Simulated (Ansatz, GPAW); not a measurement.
# KSrCl3 (model structure): optical spectrum from first principles, part 3 of 3

Aim: the dielectric function of KSrCl3 (model structure), and the optical constants that follow from it. The cell was made here by substitution or stacking, whether or not such a phase is known. It was built so: All Ca replaced by Sr and F replaced by Cl in the Pm-3m structure of KCaF3. The cell is first relaxed with Ansatz.

GPAW 26.7.0; DFT, RPBE, plane-wave PAW (GPAW data sets), scalar-relativistic, RPA, optical limit.

So far. Step 3 (Ground state): There is a gap, 4.56 eV on this mesh (points off the mesh can give less), so no carriers' term is needed.

**5. Dielectric function, RPA**

Local fields let the induced charge screen the field inside the cell, which as a rule lowers ε, most along directions where the density is uneven.

This step: DFT, RPBE, plane-wave PAW (GPAW data sets), scalar-relativistic, RPA, optical limit (GPAW 26.7.0).

Contents of df.py:

```python
from gpaw.response.df import DielectricFunction

df = DielectricFunction('full.gpw', frequencies={'type': 'nonlinear', 'domega0': 0.03, 'omega2': 8},
                        ecut=30,
                        eta=0.05,
                        nbands=81,
                        txt='df.txt')
for direction in ['x']:
    df.get_dielectric_function(xc='RPA', direction=direction, filename=f'df_{direction}.csv')
```

Started as:

```sh
$ OMP_NUM_THREADS=1 python df.py
```

Numbers of over 12 decimals in the logs are rounded to 6 here.

The program printed:

```text
Using integrator: PointIntegrator
NonLinearFrequencyDescriptor(from 0.000 to 59.487 eV, 487 points)
Nonperiodic BCs:  [False False False]
Using integrator: PointIntegrator
NonLinearFrequencyDescriptor(from 0.000 to 59.487 eV, 487 points)
Nonperiodic BCs:  [False False False]

Calculating chi0 body with:
    Ground state adapter containing:
    Number of spins: 1
    Number of kpoints: 216
    Number of irreducible kpoints: 20
    Number of completely occupied states: 20
    Number of partially occupied states: 20

    Linear response parametrization:
    q_c: [0.0, 0.0, 0.0]
    Number of frequency points: 487
    Planewave cutoff: 30.0
    Number of bands: 81
    Number of planewaves: 81
    Broadening (eta): 0.05

Integrating chi0 body.

Symmetries of q_c:
    Direct symmetries (Uq -> q): 48
    Indirect symmetries (TUq -> q): 0
In total 48 allowed symmetries.

20 groups of equivalent kpoints. 90.740741% reduction.

Integral kind: spectral function

Calculating chi0 optical extensions with:
    Ground state adapter containing:
    Number of spins: 1
    Number of kpoints: 216
    Number of irreducible kpoints: 20
    Number of completely occupied states: 20
    Number of partially occupied states: 20

    Linear response parametrization:
    Number of frequency points: 487
    Planewave cutoff: 30.0
    Number of bands: 81
    Number of planewaves: 81
    Broadening (eta): 0.05
Integrating chi0 head and wings.

Symmetries of q_c:
    Direct symmetries (Uq -> q): 48
    Indirect symmetries (TUq -> q): 0
In total 48 allowed symmetries.

20 groups of equivalent kpoints. 90.740741% reduction.

Integral kind: spectral function wings
```

Run time: 34 s. Hardware: 1 thread of Arm Neoverse V1, shared host; peak memory 0.44 GiB.

Numbers from this step:

```
electronic dielectric constant ε∞, mean over x, y and z (by symmetry where fewer were run) : 2.113
```

Some rows of df_x.csv (energy; Re and Im without local fields; Re and Im with them):

```text
0.000000, 2.469861, 0.000000, 2.113410, 0.000000
0.555532, 2.475482, 0.001018, 2.117455, 0.000732
1.143969, 2.494132, 0.002173, 2.130883, 0.001565
1.768324, 2.529864, 0.003598, 2.156635, 0.002595
2.431988, 2.589874, 0.005547, 2.199979, 0.004013
3.138794, 2.688255, 0.008620, 2.271370, 0.006278
3.893091, 2.858729, 0.014835, 2.396580, 0.011011
4.699832, 3.268858, 0.067781, 2.716473, 0.057982
5.564682, 3.471496, 0.419397, 2.771067, 0.359670
6.494155, 4.244619, 0.992817, 3.099248, 0.701193
7.495775, 1.791164, 4.626716, 2.412105, 3.367079
8.578281, 2.178807, 1.705932, 1.754002, 1.177108
9.751884, 0.102133, 1.713792, 0.143074, 1.862966
11.028587, 0.837261, 1.221359, 0.797141, 0.956302
12.422601, 1.096817, 1.484076, 0.879182, 0.758574
13.950874, 1.006119, 1.975815, 1.146352, 0.445257
15.633783, 0.466508, 0.463000, 0.544276, 0.764107
17.496047, 0.833285, 0.701688, 1.098890, 0.457603
19.567954, 1.149486, 0.560879, 0.994073, 0.738666
```

The Im ε, E ∥ x has structure finer than the step of the table below, so its rows give means over 0.5 eV, whole bins alone (the curve runs from 0 to 19.9 eV). Peaks (eV: height): 5.97: 0.935, 6.99: 2.24, 7.55: 3.49, 8.96: 2.46, 9.62: 2.58, 11.33: 1.25, 15.05: 1.14.

Sum at mesh points, not converged in k; values under the direct gap are tails of Lorentzian lines. The Im ε, E ∥ x by photon energy; means over each step:

```
photon energy (eV)  Im ε, E ∥ x
               0.5       6.6e-4
               1.0      0.00136
               1.5      0.00213
               2.0      0.00305
               2.5      0.00420
               3.0      0.00577
               3.5      0.00812
               4.0       0.0124
               4.5       0.0319
               5.0        0.243
               5.5        0.439
               6.0        0.644
               6.5        0.723
               7.0         1.77
               7.5         2.90
               8.0         1.74
               8.5         1.37
               9.0         1.95
               9.5         2.25
              10.0         1.21
              10.5        0.912
              11.0         1.07
              11.5         1.01
              12.0        0.904
              12.5        0.673
              13.0        0.496
              13.5        0.451
              14.0        0.483
              14.5        0.577
              15.0        0.966
              15.5        0.889
              16.0        0.464
              16.5        0.452
              17.0        0.599
              17.5        0.475
              18.0        0.557
              18.5        0.715
              19.0        0.773
              19.5        0.738
```

The reflectivity at normal incidence, E ∥ x has structure finer than the step of the table below, so its rows give means over 0.5 eV, whole bins alone (the curve runs from 0 to 19.9 eV). Peaks (eV: height): 5.87: 8.44, 6.93: 14.2, 7.55: 18.7, 8.96: 13.6, 9.68: 19.2, 10.95: 6.85, 11.40: 7.40.

Sum at mesh points, not converged in k. The reflectivity at normal incidence, E ∥ x by photon energy; means over each step:

```
photon energy (eV)  reflectivity at normal incidence, E ∥ x (%)
               0.5                                         3.43
               1.0                                         3.48
               1.5                                         3.55
               2.0                                         3.66
               2.5                                         3.81
               3.0                                         4.02
               3.5                                         4.32
               4.0                                         4.74
               4.5                                         5.50
               5.0                                         6.62
               5.5                                         6.68
               6.0                                         7.31
               6.5                                         8.76
               7.0                                         12.5
               7.5                                         16.0
               8.0                                         9.12
               8.5                                         6.79
               9.0                                         10.5
               9.5                                         14.2
              10.0                                         11.3
              10.5                                         4.25
              11.0                                         5.51
              11.5                                         5.62
              12.0                                         5.13
              12.5                                         3.47
              13.0                                         1.70
              13.5                                         1.29
              14.0                                         1.35
              14.5                                         1.87
              15.0                                         4.33
              15.5                                         5.09
              16.0                                         1.67
              16.5                                         1.16
              17.0                                         1.94
              17.5                                         1.27
              18.0                                         1.70
              18.5                                         2.55
              19.0                                         3.03
              19.5                                         2.90
```

The Im ε, E ∥ x has structure finer than the step of the table below, so its rows give means over 1 eV, whole bins alone (the curve runs from 0 to 19.9 eV). Peaks (eV: height): without local fields 6.0: 1.14, 6.9: 4.16, 7.5: 4.63, 8.9: 4.01, 12.0: 1.56, 13.9: 1.99; with local fields 6.0: 0.935, 7.0: 2.24, 7.6: 3.49, 9.0: 2.46, 9.6: 2.58, 11.3: 1.25, 15.1: 1.14.

Sum at mesh points, not converged in k; values under the direct gap are tails of Lorentzian lines. Table of Im ε, E ∥ x by photon energy; means over each step:

```
photon energy (eV)  without local fields  with local fields
                 1               0.00190            0.00137
                 2               0.00426            0.00308
                 3               0.00805            0.00586
                 4                0.0176             0.0133
                 5                 0.291              0.256
                 6                 0.749              0.590
                 7                  3.01               1.82
                 8                  2.47               1.95
                 9                  2.69               1.82
                10                  1.53               1.40
                11                  1.36               1.06
                12                  1.31              0.860
                13                  1.10              0.541
                14                  1.58              0.484
                15                  1.17              0.871
                16                 0.653              0.538
                17                 0.701              0.538
                18                 0.688              0.559
                19                 0.498              0.769
```

The loss function −Im 1/ε at q → 0, E ∥ x has structure finer than the step of the table below, so its rows give means over 0.5 eV, whole bins alone (the curve runs from 0 to 19.9 eV). Peaks (eV: height): 10.10: 0.861, 11.03: 0.617, 11.40: 0.687, 12.26: 0.800, 12.59: 0.698, 15.63: 0.868, 19.69: 0.531.

Sum at mesh points, not converged in k; values under the direct gap are tails of Lorentzian lines. Table of loss function −Im 1/ε at q → 0, E ∥ x by energy loss; means over each step:

energy loss (eV), loss function −Im 1/ε at q → 0, E ∥ x and a bar:
```
      0.5      0.000 
      1.0      0.000 
      1.5      0.000 
      2.0      0.001 
      2.5      0.001 
      3.0      0.001 
      3.5      0.002 
      4.0      0.002 
      4.5      0.005 
      5.0      0.029 #
      5.5      0.054 ##
      6.0      0.075 ###
      6.5      0.066 ###
      7.0      0.113 #####
      7.5      0.233 #########
      8.0      0.346 ##############
      8.5      0.302 ############
      9.0      0.293 ############
      9.5      0.353 ##############
     10.0      0.736 ##############################
     10.5      0.520 #####################
     11.0      0.523 #####################
     11.5      0.592 ########################
     12.0      0.648 ##########################
     12.5      0.659 ###########################
     13.0      0.481 ####################
     13.5      0.377 ###############
     14.0      0.288 ############
     14.5      0.294 ############
     15.0      0.366 ###############
     15.5      0.652 ###########################
     16.0      0.500 ####################
     16.5      0.329 #############
     17.0      0.391 ################
     17.5      0.337 ##############
     18.0      0.308 #############
     18.5      0.345 ##############
     19.0      0.455 ###################
     19.5      0.485 ####################
```

At chosen wavelengths:

```
wavelength (nm)     n      k  R (%)     1/α
           1064  1.46  0.001    3.5  155 µm
            800  1.46  0.001    3.6   84 µm
            633  1.47  0.001    3.6   50 µm
            532  1.48  0.001    3.8   33 µm
            450  1.49  0.002    3.9   22 µm
            405  1.50  0.002    4.1   16 µm
            308  1.56  0.004    4.8  6.1 µm
```

Below the direct gap, k and the depth come from the tails of the Lorentzian lines, not from transitions.

**6. Outcome**

```
electronic dielectric constant ε∞, mean over x, y and z (by symmetry where fewer were run) (RPA) : 2.11
```

**Reading.** At this level (RPBE, RPA) KSrCl3 has ε∞ = 2.11 and n = 1.46 at 1550 nm. The cell grew by 9.7 % in volume. On the mesh the gap is 4.56 eV and the least direct gap 4.79 eV, so on this mesh the band edges lie at different points. Local fields change the static value along x from 2.47 to 2.11 (-14 %). Excitons and phonon-assisted transitions are missing; RPBE gaps are as a rule too small, which pulls the onset down and ε∞ up. The sum runs over mesh points 0.18 Å⁻¹ apart with no interpolation, so peaks are partly noise of the mesh and static values carry its error.

[Machine, clock and banner lines and Python warnings are left out of the logs.]

[Logs are printed without paths, hosts, clocks, repeated set-up lines and the standing remarks that a program may print on its own settings, such as how far it seeks lower states.]

[Hosts, paths, dates, database ids (printed as entryN), source tags and the programs' standing remarks are cut or masked in the printed files.]
